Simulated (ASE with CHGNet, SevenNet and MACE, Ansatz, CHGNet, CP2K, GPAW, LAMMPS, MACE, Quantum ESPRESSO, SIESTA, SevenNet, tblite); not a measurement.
**Running liquid 67SiO2-18Na2O-15SrO (mol %) at 3000 K (111 atoms) with machine-learned potentials**

Wanted: machine-learned potentials inputs and outputs for liquid 67SiO2-18Na2O-15SrO (mol %) at 3000 K (111 atoms), checked against a plane-wave reference.

Method: the method is named at each step, in ASE with CHGNet, SevenNet and MACE.

### Step 1. Starting point

The cell holds 111 atoms: 26 Si, 14 Na, 6 Sr and 65 O. Cell: a = 12.399 Å, b = 12.399 Å, c = 12.399 Å, α = 90.0°, β = 90.0°, γ = 90.0°. 111 atoms (26 Si, 14 Na, 6 Sr, 65 O) placed at random at 2.73 g/cm³, melted at 4000 K for 10 ps at fixed volume with the Morse and Coulomb pair potential with partial charges (Pedone, Malavasi, Menziani, Cormack and Segre, J. Phys. Chem. B 110, 11780 (2006)). Snapshot at the end of a hold of 10 ps at 3000 K and zero pressure.

The yardstick, on the same geometry:

| Item | Value |
| --- | --- |
| method | Kohn-Sham DFT, PBE, SSSP efficiency 1.3.0 pseudopotentials, plane waves (Quantum ESPRESSO 7.5); sssp-pbe-1.3.0-efficiency, cutoffs 60/480 Ry, Γ point |
| r.m.s. force component | 3.492 eV/Å |
| longest force | 17.44 eV/Å |
| pressure | 4.68 GPa |
| time | 7.2 min on 4 MPI ranks of Arm Neoverse V1, shared host |
| CPU time | 29 min |

### Step 2. CHGNet 0.3.0 potential

Method: machine-learned interatomic potential CHGNet 0.3.0, trained on PBE(+U) plane-wave data.

The input, run.py:

```python
import numpy as np
from ase.io import read
import mlip  # loads the published weights by name

atoms = read("structure.xyz")
atoms.calc = mlip.calc("chgnet-0.3.0")
energy = atoms.get_potential_energy()
forces = atoms.get_forces()
print(f"energy {energy:.6f} eV")
print("forces (eV/A)")
for i, (a, f) in enumerate(zip(atoms, forces)):
    print(f"{i:4d} {a.symbol:2s} {f[0]:10.5f} {f[1]:10.5f} {f[2]:10.5f}")
stress = -atoms.get_stress(voigt=False) * 160.21766
print("stress (GPa, compression positive)")
for row in stress:
    print(" ".join(f"{x:10.4f}" for x in row))
```

The input, structure.xyz:

```xyz
111
Lattice="12.39939 0.00000 0.00000 0.00000 12.39939 0.00000 0.00000 0.00000 12.39939" Properties=species:S:1:pos:R:3 pbc="T T T"
Si 8.44485 6.22276 2.42098
Si 2.81032 6.59164 10.63793
Si 1.76158 6.32604 5.26453
Si 9.09793 1.08693 1.89934
Si 6.44632 0.98860 7.44794
Si 6.35692 11.52722 2.22668
Si 11.72263 2.77201 9.36092
Si 8.59885 10.16961 11.33081
Si 1.86226 6.98644 8.15235
Si 2.27541 0.09448 6.75705
Si 11.69498 8.97691 10.73415
Si 11.37483 6.17006 8.68007
Si 11.39578 0.91136 3.93792
Si 3.33816 8.33909 3.33271
Si 0.75711 9.90934 8.36612
Si 6.40862 8.19538 2.87765
Si 11.74904 4.90594 4.64531
Si 0.68631 3.02111 2.37647
Si 6.21085 11.47266 10.07587
Si 4.10817 2.51956 2.76370
Si 4.35095 0.03125 12.39170
Si 6.34812 7.92371 6.10447
Si 4.04914 1.50082 9.23271
Si 6.70745 3.81058 2.16506
Si 0.01376 2.31993 6.39288
Si 4.54574 0.27886 4.65200
Na 9.97097 0.49684 7.85737
Na 3.21330 9.48082 0.16975
Na 9.80271 0.14544 10.80049
Na 4.70532 10.91568 7.12171
Na 0.53751 10.08988 4.91685
Na 5.28549 4.58418 10.92473
Na 2.53481 9.42974 10.38945
Na 10.16589 7.78310 5.36881
Na 3.44195 4.61939 6.00354
Na 5.20526 7.70634 8.90822
Na 1.00237 10.55188 2.62805
Na 8.23778 6.83913 11.79207
Na 6.16770 8.62452 11.96343
Na 0.91941 6.24532 1.53021
Sr 4.10817 5.83466 1.67689
Sr 8.19724 5.18642 6.28289
Sr 10.37345 3.92156 0.01748
Sr 2.41615 2.85310 11.73962
Sr 8.89111 8.44659 8.65031
Sr 10.78921 10.01387 2.12960
O 2.71001 5.18716 4.49379
O 9.90612 1.01663 0.71681
O 7.62042 11.25046 10.68369
O 3.06451 0.53937 8.21534
O 1.68991 8.68255 8.64411
O 4.01988 7.78979 10.76317
O 3.06798 11.88978 0.11903
O 11.50614 4.42075 9.24660
O 10.52646 5.05164 5.36088
O 2.58341 6.33001 9.18596
[... 51 atom lines left out ...]
O 5.30694 10.51952 10.47252
O 3.32341 12.18500 5.61668
O 1.39518 1.40225 6.48922
O 5.81395 0.65779 6.01346
```

The run is started by

```sh
$ OMP_NUM_THREADS=1 python run.py > output.txt
```

The log of the run:

```text
CHGNet v0.3.0 initialized with 412,525 parameters
CHGNet will run on cpu
energy -772.201416 eV
forces (eV/A)
   0 Si   -1.67265    1.54009    0.98778
   1 Si    1.12653    3.23793    9.86476
   2 Si   -1.65067    0.28559  -12.47665
   3 Si   -9.66286    0.03010    3.01800
   4 Si   -0.39333   -2.43466   -0.71112
   5 Si    4.16887   -1.64710    4.03366
   6 Si   -2.73733   -1.14694   -2.14463
   7 Si    3.93291   -2.23756   -1.56746
   8 Si   -8.12195    6.73596   -7.67079
   9 Si    0.75053    3.55289    4.82272
  10 Si   -5.38564   -3.06423   -3.50788
  11 Si   -5.35845   -1.88837    3.79822
  12 Si    0.65577   -2.09837   -0.22302
  13 Si   -1.55435    2.51476    3.76806
  14 Si   -0.98621    1.72709   -2.43693
  15 Si    0.62968    1.46291    2.44935
  16 Si    5.95145   -4.20133   -5.67083
  17 Si    2.00995    0.02033    9.71017
  18 Si    5.68377   10.46307   -8.04481
  19 Si   -7.01975   -0.90241   -2.24092
  20 Si   10.56299    6.55164   -0.54596
  21 Si   -4.21412    1.45988   -2.26818
  22 Si   -0.41690   -3.84654   -2.13988
  23 Si    4.53864    0.99895   -6.43159
[...]
103 O    -0.63467    3.38037    2.14872
 104 O    -0.62238   -1.82578   -0.05338
 105 O    -1.24483    1.80520   -1.00860
 106 O     2.59936    0.18999    4.56182
 107 O   -10.12689  -10.32489    4.34424
 108 O     1.06109   -1.52122   -2.05798
 109 O    -0.64570    0.91140   -1.27928
 110 O    -3.04686   -1.43454   -2.92952
stress (GPa, compression positive)
    6.2999     1.4853     0.4770
    1.4853     0.3717    -0.6101
    0.4770    -0.6101     5.8979
```

Elapsed: 5.4 s, on 1 thread of Arm Neoverse V1, shared host; peak memory 1.2 GiB.

Banners, paths, timers and routine set-up lines are dropped from the logs unmarked, and long logs keep their key lines alone; longer cuts are marked.

Compared with the plane-wave run:

```
r.m.s. force component                  : 3.426 eV/Å
r.m.s. difference of force components   : 296.7 meV/Å
longest difference of force vectors     : 1112 meV/Å
force difference over r.m.s. force      : 8.498 %
slope of forces against the reference's : 0.9778
correlation of force components         : 0.9965
pressure                                : 4.19 GPa
pressure difference                     : -0.4905 GPa
```

Length of the force difference by element (eV/Å):

| element | atoms | mean | most |
| --- | --- | --- | --- |
| Na | 14 | 0.28 | 0.90 |
| O | 65 | 0.41 | 1.1 |
| Si | 26 | 0.65 | 1.1 |
| Sr | 6 | 0.30 | 0.44 |

Local excerpt of 10 atoms (numbers count through the whole input) about Si6, picked at random; x, y, z are measured from there.

```
atom      x      y      z  distance (Å)  bonds     Fx     Fy  Fz (eV/Å)
 Si6   0.00   0.00   0.00          0.00      4   4.17  -1.65       4.03
 O74  -0.74   0.29  -1.30          1.52      2  -3.30   1.45      -4.63
 O84  -0.62   0.53   1.47          1.68      2  -1.34  -0.79      -1.22
 O90   1.50   0.79  -0.09          1.70      2  -1.34  -0.98       0.74
 O98  -0.16  -1.86  -0.04          1.86      2   1.52   3.22      -0.44
Si21  -2.01   0.90  -2.23          3.14      3  10.56   6.55      -0.55
Si26  -1.81   1.15   2.43          3.24      4   4.28   1.18       3.02
 O61   2.65  -0.68  -1.99          3.38      3   1.46  -0.81       3.69
 Si4   2.74   1.96  -0.33          3.39      4  -9.66   0.03       3.02
Si16   0.05  -3.33   0.65          3.40      4   0.63   1.46       2.45
```

Atoms are counted from 1 here, from 0 in the log.

Forces lie 8.5 % from the reference's, at 0.0031 times its CPU time (on 1 against 4 cores).

### Step 3. SevenNet l3i5 potential

Method: machine-learned interatomic potential SevenNet l3i5, trained on PBE(+U) plane-wave data.

run.py, as its differences from that of step 2:

```diff
@@ -5,3 +5,3 @@
 atoms = read("structure.xyz")
-atoms.calc = mlip.calc("chgnet-0.3.0")
+atoms.calc = mlip.calc("7net-l3i5")
 energy = atoms.get_potential_energy()
```

structure.xyz is that of step 2.

The log of the run:

```text
energy -724.221191 eV
forces (eV/A)
   0 Si   -1.41105    1.90261    0.78612
   1 Si    0.32325    3.29953    9.27149
   2 Si   -0.87304    0.46216  -12.40788
   3 Si   -9.87944    0.48022    3.18980
   4 Si    0.27068   -2.11304   -0.34346
   5 Si    3.98284   -2.01054    3.95905
   6 Si   -2.82159   -1.45937   -2.12260
   7 Si    4.02603   -2.36025   -1.01778
   8 Si   -8.16656    5.72864   -7.64898
   9 Si    0.78283    3.74972    4.65130
  10 Si   -5.34843   -3.97443   -2.97274
  11 Si   -5.47339   -2.07833    3.20354
  12 Si    0.51018   -2.02808   -0.43080
  13 Si   -1.78820    2.31913    3.92545
  14 Si   -0.88137    1.38200   -3.12945
  15 Si    0.63184    1.50746    2.98161
  16 Si    5.64377   -3.80265   -5.78052
  17 Si    1.76155    0.28615    9.36781
  18 Si    6.34665   10.47277   -8.10200
  19 Si   -7.25296   -0.96808   -2.24983
  20 Si   10.90471    6.02610   -0.37294
  21 Si   -4.55174    1.18408   -2.29095
  22 Si   -0.39682   -3.75051   -2.46044
  23 Si    4.49966    1.42277   -5.97089
[...]
103 O    -0.66975    3.27471    2.06200
 104 O    -0.54756   -1.80897   -0.15643
 105 O    -1.13525    1.47928   -0.97192
 106 O     2.71940   -0.02438    4.64245
 107 O   -10.52084  -10.65353    4.63810
 108 O     1.01850   -1.48161   -2.04617
 109 O    -0.50367    0.66799   -1.08441
 110 O    -3.26956   -1.42876   -3.29329
stress (GPa, compression positive)
    6.4996     1.5113     0.4278
    1.5113     0.5490    -0.7534
    0.4278    -0.7534     5.9561
```

Elapsed: 12 s, on 1 thread; peak memory 1.5 GiB.

Numbers from this run, and their distance from the reference:

- r.m.s. force component: 3.411 eV/Å
- r.m.s. difference of force components: 180.2 meV/Å
- longest difference of force vectors: 1220 meV/Å
- force difference over r.m.s. force: 5.162 %
- slope of forces against the reference's: 0.9757
- correlation of force components: 0.9989
- pressure: 4.335 GPa
- pressure difference: -0.3454 GPa

Against the first run (8.5 %), the force difference from the reference is 5.2 %, at 2.2 times the CPU time.

### Step 4. MACE MP-0b2 small potential

Method: machine-learned interatomic potential MACE MP-0b2 small, trained on PBE(+U) plane-wave data.

run.py, as its differences from that of step 3:

```diff
@@ -5,3 +5,3 @@
 atoms = read("structure.xyz")
-atoms.calc = mlip.calc("7net-l3i5")
+atoms.calc = mlip.calc("mace-mp-0b2-small")
 energy = atoms.get_potential_energy()
```

structure.xyz is that of step 3.

The log of the run:

```text
energy -725.881734 eV
forces (eV/A)
   0 Si   -1.70959    1.49850    0.82152
   1 Si    0.71306    3.01726    9.18719
   2 Si   -1.06710    0.58784  -12.31997
   3 Si   -9.92267    0.51072    3.14047
   4 Si   -0.02122   -1.96755   -0.38188
   5 Si    3.93277   -1.76354    4.07779
   6 Si   -2.75342   -1.44678   -2.22574
   7 Si    4.05988   -2.67358   -1.11599
   8 Si   -7.72378    6.03090   -7.63122
   9 Si    0.68001    3.59809    4.72357
  10 Si   -5.06073   -3.53474   -2.90595
  11 Si   -5.25047   -2.01835    3.49899
  12 Si    0.60520   -2.30510   -0.15795
  13 Si   -1.87550    2.06018    3.87351
  14 Si   -0.94577    1.53500   -2.88203
  15 Si    0.45466    1.61979    2.68513
  16 Si    6.07123   -3.83569   -5.87439
  17 Si    2.10022    0.14588    9.42233
  18 Si    6.39410   11.05014   -8.34532
  19 Si   -7.18690   -0.98897   -2.11832
  20 Si   11.56952    6.26924   -0.55013
  21 Si   -4.53844    1.26578   -2.39807
  22 Si   -0.31208   -3.79019   -2.19524
  23 Si    4.46227    1.09901   -5.95159
[...]
103 O    -0.84370    3.40644    1.93238
 104 O    -0.80476   -1.55055   -0.19362
 105 O    -1.15964    1.54005   -0.96588
 106 O     2.76601    0.00615    4.59122
 107 O   -10.72651  -10.89900    4.91776
 108 O     0.96049   -1.53185   -1.98957
 109 O    -0.48709    0.82268   -1.15070
 110 O    -3.13629   -1.39792   -3.01418
stress (GPa, compression positive)
    6.7511     1.5598     0.3486
    1.5598     0.8331    -0.7118
    0.3486    -0.7118     6.1238
```

Wall time 7.8 s (1 thread); peak memory 0.67 GiB.

Against the reference:

- r.m.s. force component: 3.437 eV/Å
- r.m.s. difference of force components: 205.9 meV/Å
- longest difference of force vectors: 1047 meV/Å
- force difference over r.m.s. force: 5.897 %
- slope of forces against the reference's: 0.9828
- correlation of force components: 0.9984
- pressure: 4.569 GPa
- pressure difference: -0.111 GPa

Against the first run (8.5 %), the force difference from the reference is 5.9 %, at 1.5 times the CPU time.

### Step 5. The ladder

Differences are against the plane-wave reference, forces as r.m.s. over components; share is that over the reference's r.m.s. force, slope the least-squares factor from reference forces to these. Total energies of different programs have different zeros and aren't compared.

```
                        run  Δ force, r.m.s. (meV/Å)  share (%)  slope  Δ pressure (GPa)  cores  CPU time  memory (GiB)
                  reference                        -          -      -                 -      4    29 min           6.7
     CHGNet 0.3.0 potential                      297       8.50  0.978            -0.490      1     5.4 s           1.2
    SevenNet l3i5 potential                      180       5.16  0.976            -0.345      1      12 s           1.5
MACE MP-0b2 small potential                      206       5.90  0.983            -0.111      1     7.8 s          0.67
```

Times of the machine-learned potentials are mostly Python's start and the loading of weights.

CPU time is summed over cores on a shared host, where runs went side by side, so it is rough. Symmetry, cutoffs, thresholds, outputs and thread counts weren't matched or tuned between programs; memory under MPI is the largest rank's times the ranks.

### Step 6. Results

| Quantity | Value |
| --- | --- |
| nearest in forces | SevenNet l3i5 potential, 5.2 % |
| its CPU time | 12 s |

Machine-learned potentials differ by 5.2 % (SevenNet l3i5 potential) to 8.5 % (CHGNet 0.3.0 potential); they were trained on other programs' data. The reference's pressure holds the uncorrected Pulay stress of its 60 Ry basis, so small pressure differences, and their order, may be the reference's own error. The frame stands for 3000 K, but pressures are static and levels are smeared at 580 K, under the temperature of the frame, which matters where levels are partly filled. Machine-learned potentials mimic data converged in k, so the reference's own k-point error enters their differences. The network of bonds at the start is that of the classical potential that made the cell, and needn't be the one that DFT or experiment would give. The reference's stress is far from hydrostatic: its diagonal is 6.9, 0.9, 6.3 GPa, compression counted positive. The electronic-structure runs sample only Γ, in a cell whose shortest periodic width is 12 Å.

[Also dropped from logs without a mark: logging warnings of Python, and SIESTA's first energy breakdown and zero terms.]

[Logs are printed without paths, hosts, clocks, repeated set-up lines and the standing remarks that a program may print on its own settings, such as how far it seeks lower states.]

[Hosts, paths, dates, database ids (printed as entryN), source tags and the programs' standing remarks are cut or masked in the printed files.]
